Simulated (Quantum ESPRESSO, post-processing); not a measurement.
# 1T-HfO2, 1 layer: a series in biaxial strain, part 7 of 7

Aim: how the results for 1T-HfO2, 1 layer change with biaxial strain.

Quantum ESPRESSO 7.5; plane-wave DFT, PBE, GBRV ultrasoft pseudopotentials.

So far. Step 9 (Relaxation with pw.x, 3 %): The relaxation lowers the energy by 10 meV an atom.

## 11. Relaxing the ions, 4 %

m8.relax.in reads:

```
&control
  prefix = 'm8.relax'
  outdir = './out'
  pseudo_dir = './pseudo'
  nstep = 40
  forc_conv_thr = 0.0003
  calculation = 'relax'
  tstress = .true.
/
&system
  ibrav = 0
  nat = 3
  ntyp = 2
  ecutwfc = 50
  ecutrho = 250
  occupations = 'smearing'
  smearing = 'fd'
  degauss = 0.002
/
&electrons
  conv_thr = 1e-09
  mixing_beta = 0.4
  electron_maxstep = 120
  mixing_mode = 'plain'
/
&ions
/
ATOMIC_SPECIES
  O   15.9990  o_pbe_v1.2.uspp.F.UPF
  Hf  178.4900  hf_pbe_v1.uspp.F.UPF
CELL_PARAMETERS angstrom
  3.37638273128000 0.00000000000000 0.00000000000000
  -1.68819136616000 2.92403321808000 0.00000000000000
  0.00000000000000 0.00000000000000 17.51859087600000
ATOMIC_POSITIONS crystal
  O   0.666666666700 0.333333333300 0.444849503100
  Hf  0.000000000000 0.000000000000 0.500000000000
  O   0.333333333300 0.666666666700 0.555150496900
K_POINTS automatic
  12 12 1 0 0 0
```

Command:

```bash
$ OMP_NUM_THREADS=1 mpirun -n 4 pw.x -nk 4 -in m8.relax.in > m8.relax.out
```

The program printed:

```text
[banner, memory and clock lines left out]
Program PWSCF v.7.5 starts
[...]
Message from routine setup:
[...]
number of electrons       =        24.00
     number of Kohn-Sham states=           16
     kinetic-energy cutoff     =      50.0000  Ry
     charge density cutoff     =     250.0000  Ry
[...]
number of k points=    19  Fermi-Dirac smearing, width (Ry)=  0.0020
[...]
Dense  grid:    77789 G-vectors     FFT dimensions: (  36,  36, 180)
[...]
negative rho (up, down):  1.210E-01 0.000E+00
     Starting wfcs are   21 randomized atomic wfcs
[...]
negative rho (up, down):  1.167E-01 0.000E+00
[...]
estimated scf accuracy    <       1.08821887 Ry
[...]
negative rho (up, down):  1.161E-01 0.000E+00
[...]
estimated scf accuracy    <       0.20508037 Ry
[...]
negative rho (up, down):  1.172E-01 0.000E+00
[...]
estimated scf accuracy    <       0.02094908 Ry
[...]
negative rho (up, down):  1.184E-01 0.000E+00
[...]
estimated scf accuracy    <       0.00157808 Ry
[...]
negative rho (up, down):  1.191E-01 0.000E+00
[...]
estimated scf accuracy    <       0.00023571 Ry
[...]
negative rho (up, down):  1.191E-01 0.000E+00
[...]
estimated scf accuracy    <       0.00008856 Ry
[...]
negative rho (up, down):  1.191E-01 0.000E+00
[...]
estimated scf accuracy    <       0.00000270 Ry
[...]
negative rho (up, down):  1.191E-01 0.000E+00
[...]
estimated scf accuracy    <       0.00000036 Ry
[...]
negative rho (up, down):  1.192E-01 0.000E+00
[...]
estimated scf accuracy    <       0.00000022 Ry
[...]
negative rho (up, down):  1.192E-01 0.000E+00
[...]
estimated scf accuracy    <       0.00000002 Ry
[...]
negative rho (up, down):  1.192E-01 0.000E+00
[...]
the Fermi energy is    -1.4678 ev
!    total energy              =    -223.98454791 Ry
     estimated scf accuracy    <          3.1E-10 Ry
     smearing contrib. (-TS)   =       0.00000000 Ry
     internal energy E=F+TS    =    -223.98454791 Ry
[...]
one-electron contribution =    -827.46737469 Ry
     hartree contribution      =     414.70802458 Ry
     xc contribution           =     -90.24862987 Ry
     ewald contribution        =     279.02343208 Ry
     convergence has been achieved in  11 iterations
     negative rho (up, down):  1.192E-01 0.000E+00
[...]
Total force =     0.047897     Total SCF correction =     0.000045
[...]
negative rho (up, down):  1.192E-01 0.000E+00
[...]
negative rho (up, down):  1.193E-01 0.000E+00
[...]
negative rho (up, down):  1.192E-01 0.000E+00
[...]
estimated scf accuracy    <       0.00034012 Ry
[...]
negative rho (up, down):  1.191E-01 0.000E+00
[...]
estimated scf accuracy    <       0.00002667 Ry
[...]
negative rho (up, down):  1.191E-01 0.000E+00
[...]
estimated scf accuracy    <       0.00000170 Ry
[...]
negative rho (up, down):  1.191E-01 0.000E+00
[...]
estimated scf accuracy    <       0.00000035 Ry
[...]
negative rho (up, down):  1.191E-01 0.000E+00
[...]
estimated scf accuracy    <       0.00000006 Ry
[...]
negative rho (up, down):  1.191E-01 0.000E+00
[...]
estimated scf accuracy    <       0.00000001 Ry
[...]
negative rho (up, down):  1.191E-01 0.000E+00
[...]
the Fermi energy is    -1.3559 ev
!    total energy              =    -223.98650566 Ry
     estimated scf accuracy    <          3.2E-10 Ry
     smearing contrib. (-TS)   =       0.00000000 Ry
     internal energy E=F+TS    =    -223.98650566 Ry
[...]
one-electron contribution =    -830.96358272 Ry
     hartree contribution      =     416.51459416 Ry
     xc contribution           =     -90.27065159 Ry
     ewald contribution        =     280.73313448 Ry
     convergence has been achieved in   7 iterations
     negative rho (up, down):  1.191E-01 0.000E+00
[...]
Total force =     0.033800     Total SCF correction =     0.000064
[...]
negative rho (up, down):  1.191E-01 0.000E+00
[...]
negative rho (up, down):  1.193E-01 0.000E+00
[...]
negative rho (up, down):  1.191E-01 0.000E+00
[...]
estimated scf accuracy    <       0.00041851 Ry
[...]
negative rho (up, down):  1.191E-01 0.000E+00
[...]
estimated scf accuracy    <       0.00003337 Ry
[...]
negative rho (up, down):  1.191E-01 0.000E+00
[...]
estimated scf accuracy    <       0.00000203 Ry
[...]
negative rho (up, down):  1.191E-01 0.000E+00
[...]
estimated scf accuracy    <       0.00000041 Ry
[...]
negative rho (up, down):  1.191E-01 0.000E+00
[...]
estimated scf accuracy    <       0.00000007 Ry
[...]
negative rho (up, down):  1.191E-01 0.000E+00
[...]
estimated scf accuracy    <       0.00000002 Ry
[...]
negative rho (up, down):  1.191E-01 0.000E+00
[...]
estimated scf accuracy    <          4.8E-10 Ry
[...]
negative rho (up, down):  1.191E-01 0.000E+00
[...]
the Fermi energy is    -1.2338 ev
!    total energy              =    -223.98787169 Ry
     estimated scf accuracy    <          2.8E-11 Ry
     smearing contrib. (-TS)   =       0.00000000 Ry
     internal energy E=F+TS    =    -223.98787169 Ry
[...]
one-electron contribution =    -834.78642486 Ry
     hartree contribution      =     418.49184111 Ry
     xc contribution           =     -90.29490173 Ry
     ewald contribution        =     282.60161379 Ry
     convergence has been achieved in   8 iterations
     negative rho (up, down):  1.191E-01 0.000E+00
[...]
Total force =     0.018010     Total SCF correction =     0.000010
[...]
negative rho (up, down):  1.191E-01 0.000E+00
[...]
negative rho (up, down):  1.193E-01 0.000E+00
[...]
negative rho (up, down):  1.191E-01 0.000E+00
[...]
estimated scf accuracy    <       0.00055577 Ry
[...]
negative rho (up, down):  1.191E-01 0.000E+00
[...]
estimated scf accuracy    <       0.00004430 Ry
[...]
negative rho (up, down):  1.191E-01 0.000E+00
[...]
estimated scf accuracy    <       0.00000260 Ry
[...]
negative rho (up, down):  1.191E-01 0.000E+00
[...]
estimated scf accuracy    <       0.00000052 Ry
[...]
negative rho (up, down):  1.191E-01 0.000E+00
[...]
estimated scf accuracy    <       0.00000009 Ry
[...]
negative rho (up, down):  1.191E-01 0.000E+00
[...]
estimated scf accuracy    <       0.00000002 Ry
[...]
negative rho (up, down):  1.191E-01 0.000E+00
[...]
estimated scf accuracy    <          6.4E-10 Ry
[...]
negative rho (up, down):  1.191E-01 0.000E+00
[...]
the Fermi energy is    -1.0952 ev
!    total energy              =    -223.98840522 Ry
     estimated scf accuracy    <          3.8E-11 Ry
     smearing contrib. (-TS)   =       0.00000000 Ry
     internal energy E=F+TS    =    -223.98840522 Ry
[...]
one-electron contribution =    -839.11446680 Ry
     hartree contribution      =     420.73258583 Ry
     xc contribution           =     -90.32259104 Ry
     ewald contribution        =     284.71606679 Ry
     convergence has been achieved in   8 iterations
     negative rho (up, down):  1.191E-01 0.000E+00
[...]
Total force =     0.000315     Total SCF correction =     0.000010
[...]
negative rho (up, down):  1.191E-01 0.000E+00
[...]
negative rho (up, down):  1.191E-01 0.000E+00
[...]
negative rho (up, down):  1.191E-01 0.000E+00
[...]
estimated scf accuracy    <       0.00000016 Ry
[...]
negative rho (up, down):  1.191E-01 0.000E+00
[...]
estimated scf accuracy    <       0.00000001 Ry
[...]
negative rho (up, down):  1.191E-01 0.000E+00
[...]
estimated scf accuracy    <          6.7E-10 Ry
[...]
negative rho (up, down):  1.191E-01 0.000E+00
[...]
estimated scf accuracy    <          1.5E-10 Ry
[...]
negative rho (up, down):  1.191E-01 0.000E+00
[...]
estimated scf accuracy    <          2.3E-11 Ry
[...]
negative rho (up, down):  1.191E-01 0.000E+00
[...]
the Fermi energy is    -1.0976 ev
!    total energy              =    -223.98840538 Ry
     estimated scf accuracy    <          6.4E-12 Ry
     smearing contrib. (-TS)   =       0.00000000 Ry
     internal energy E=F+TS    =    -223.98840538 Ry
[...]
one-electron contribution =    -839.04033924 Ry
     hartree contribution      =     420.69418751 Ry
     xc contribution           =     -90.32211620 Ry
     ewald contribution        =     284.67986255 Ry
     convergence has been achieved in   6 iterations
     negative rho (up, down):  1.191E-01 0.000E+00
[...]
Total force =     0.000005     Total SCF correction =     0.000010
[...]
negative rho (up, down):  1.191E-01 0.000E+00
[...]
```

Wall time 2.2 min (4 MPI ranks of Intel Xeon Platinum 8259CL at 2.50GHz (Skylake/Cascade Lake), shared host); peak memory 0.97 GiB; 8.7 min of CPU time.

The steps of the relaxation:

| step | energy less that of the first step (eV) | largest force (eV/Å) |
| --- | --- | --- |
| 1 | 0.0000 | 0.8708 |
| 2 | -0.0266 | 0.6145 |
| 3 | -0.0452 | 0.3274 |
| 4 | -0.0525 | 0.0057 |
| 5 | -0.0525 | 0.0001 |

The atoms that moved most (Å):

| atom | dx | dy | dz | length |
| --- | --- | --- | --- | --- |
| O1 | 0.000 | 0.000 | 0.060 | 0.060 |
| O3 | 0.000 | 0.000 | -0.060 | 0.060 |

The relaxed structure:

```xyz
3
Lattice="3.3764 0.0000 0.0000 -1.6882 2.9240 0.0000 0.0000 0.0000 17.5186" Properties=species:S:1:pos:R:3
O     1.6882    0.9747    7.8529
Hf    0.0000    0.0000    8.7593
O     0.0000    1.9494    9.6657
```

The relaxation lowers the energy by 17 meV an atom.

Numbers from this step:

* free energy: -3047.5175 eV
* Fermi energy: -1.098 eV

## 12. Self-consistent run, 4 %

m8.scf.in reads:

```
&control
  prefix = 'm8.scf'
  outdir = './out'
  pseudo_dir = './pseudo'
  calculation = 'scf'
  tprnfor = .true.
/
&system
  ibrav = 0
  nat = 3
  ntyp = 2
  ecutwfc = 40
  ecutrho = 200
  occupations = 'smearing'
  smearing = 'fd'
  degauss = 0.002
  nbnd = 16
/
&electrons
  conv_thr = 1e-09
  mixing_beta = 0.4
  electron_maxstep = 120
  mixing_mode = 'plain'
/
ATOMIC_SPECIES
  O   15.9990  o_pbe_v1.2.uspp.F.UPF
  Hf  178.4900  hf_pbe_v1.uspp.F.UPF
CELL_PARAMETERS angstrom
  3.37638273128000 0.00000000000000 0.00000000000000
  -1.68819136616000 2.92403321808000 0.00000000000000
  0.00000000000000 0.00000000000000 17.51859087600000
ATOMIC_POSITIONS crystal
  O   0.666666666700 0.333333333300 0.448259319300
  Hf  0.000000000000 0.000000000000 0.500000000000
  O   0.333333333300 0.666666666700 0.551740680700
K_POINTS automatic
  12 12 1 0 0 0
```

Command:

```bash
$ OMP_NUM_THREADS=1 mpirun -n 4 pw.x -nk 4 -in m8.scf.in > m8.scf.out
```

The program printed:

```text
[banner, memory and clock lines left out]
Program PWSCF v.7.5 starts
[...]
Message from routine setup:
[...]
number of electrons       =        24.00
     number of Kohn-Sham states=           16
     kinetic-energy cutoff     =      40.0000  Ry
     charge density cutoff     =     200.0000  Ry
[...]
number of k points=    19  Fermi-Dirac smearing, width (Ry)=  0.0020
[...]
Dense  grid:    55775 G-vectors     FFT dimensions: (  30,  30, 150)
[...]
negative rho (up, down):  1.148E-01 0.000E+00
     Starting wfcs are   21 randomized atomic wfcs
[...]
negative rho (up, down):  1.110E-01 0.000E+00
[...]
estimated scf accuracy    <       1.08501833 Ry
[...]
negative rho (up, down):  1.106E-01 0.000E+00
[...]
estimated scf accuracy    <       0.19758057 Ry
[...]
negative rho (up, down):  1.116E-01 0.000E+00
[...]
estimated scf accuracy    <       0.01932402 Ry
[...]
negative rho (up, down):  1.123E-01 0.000E+00
[...]
estimated scf accuracy    <       0.00165624 Ry
[...]
negative rho (up, down):  1.127E-01 0.000E+00
[...]
estimated scf accuracy    <       0.00029336 Ry
[...]
negative rho (up, down):  1.127E-01 0.000E+00
[...]
estimated scf accuracy    <       0.00015078 Ry
[...]
negative rho (up, down):  1.127E-01 0.000E+00
[...]
estimated scf accuracy    <       0.00000086 Ry
[...]
negative rho (up, down):  1.127E-01 0.000E+00
[...]
estimated scf accuracy    <       0.00000049 Ry
[...]
negative rho (up, down):  1.127E-01 0.000E+00
[...]
estimated scf accuracy    <       0.00000027 Ry
[...]
negative rho (up, down):  1.127E-01 0.000E+00
[...]
estimated scf accuracy    <       0.00000002 Ry
[...]
negative rho (up, down):  1.127E-01 0.000E+00
[...]
estimated scf accuracy    <          2.4E-09 Ry
[...]
negative rho (up, down):  1.127E-01 0.000E+00
[...]
the Fermi energy is    -1.1050 ev
!    total energy              =    -223.98738126 Ry
     estimated scf accuracy    <          1.6E-10 Ry
     smearing contrib. (-TS)   =       0.00000000 Ry
     internal energy E=F+TS    =    -223.98738126 Ry
[...]
one-electron contribution =    -839.01974394 Ry
     hartree contribution      =     420.67743141 Ry
     xc contribution           =     -90.32493127 Ry
     ewald contribution        =     284.67986254 Ry
     convergence has been achieved in  12 iterations
     negative rho (up, down):  1.127E-01 0.000E+00
[...]
Total force =     0.000029     Total SCF correction =     0.000030
[...]
```

The job ended after 23 s (4 MPI ranks; peak memory 0.62 GiB).

This step gave:

| Property | Result |
| --- | --- |
| free energy | -3047.5036 eV |
| Fermi energy | -1.105 eV |
| valence top, on the run's zero | -3.833 eV |
| conduction bottom, on the run's zero | 0.6591 eV |
| gap by band count | 4.492 eV |

## 13. The series side by side

The series in one table, energies over the lowest:

| biaxial strain | energy (eV) | gap along the path (eV) | upper vacuum level over the valence top of the mesh (eV) | lower vacuum level over that top (eV) |
| --- | --- | --- | --- | --- |
| -4 % | 0.1989 | 4.798 | 8.295 | 8.295 |
| -3 % | 0.1097 | 4.852 | 8.193 | 8.193 |
| -2 % | 0.0477 | 4.888 | 8.088 | 8.088 |
| -1 % | 0.0115 | 4.909 | 7.984 | 7.984 |
| 0 % | 0.0000 | 4.915 | 7.88 | 7.88 |
| 1 % | 0.0114 | 4.905 | 7.777 | 7.777 |
| 2 % | 0.0446 | 4.786 | 7.676 | 7.676 |
| 3 % | 0.0987 | 4.636 | 7.577 | 7.577 |
| 4 % | 0.1720 | 4.492 | 7.478 | 7.478 |

## 14. The arithmetic

A parabola through the energies within ±2 % has E = 115.61 eV × ε² -0.063 eV × ε; for the curvature, over A = 9.128 Å² this is 115.61 × 1/9.128 × 16.02 = 203 N/m.

## 15. Outcome

```json
{
  "C11 + C12": "203 N/m",
  "gap along the path, at -4 % and at 4 %": "4.80, 4.49 eV",
  "upper vacuum level over the valence top of the mesh, at -4 % and at 4 %": "8.30, 7.48 eV",
  "lower vacuum level over that top, at -4 % and at 4 %": "8.30, 7.48 eV"
}
```

**Reading.** The series holds 9 members; C11 + C12: 203 N/m (PBE, GBRV ultrasoft). The energy is lowest near zero strain. From -4 % to 4 % the gap along the path goes from 4.80 to 4.49 eV by way of 4.91 at 0 %. From -4 % to 4 % the upper vacuum level over the valence top of the mesh falls from 8.30 to 7.48 eV. From -4 % to 4 % the lower vacuum level over that top falls from 8.30 to 7.48 eV. Semilocal gaps are too small; the 1×1 cell can't ripple over many cells under compression as a free sheet would. No spin-orbit coupling.

[Logs are printed without paths, hosts, clocks, repeated set-up lines and the standing remarks that a program may print on its own settings, such as how far it seeks lower states.]

[Hosts, paths, dates, database ids (printed as entryN), source tags and the programs' standing remarks are cut or masked in the printed files.]

[Maps of the electrostatic potential energy from Ansatz leave out the sawtooth potential of an applied field or a dipole correction, so their vacuum need not be flat; planar profiles and work functions include it.]
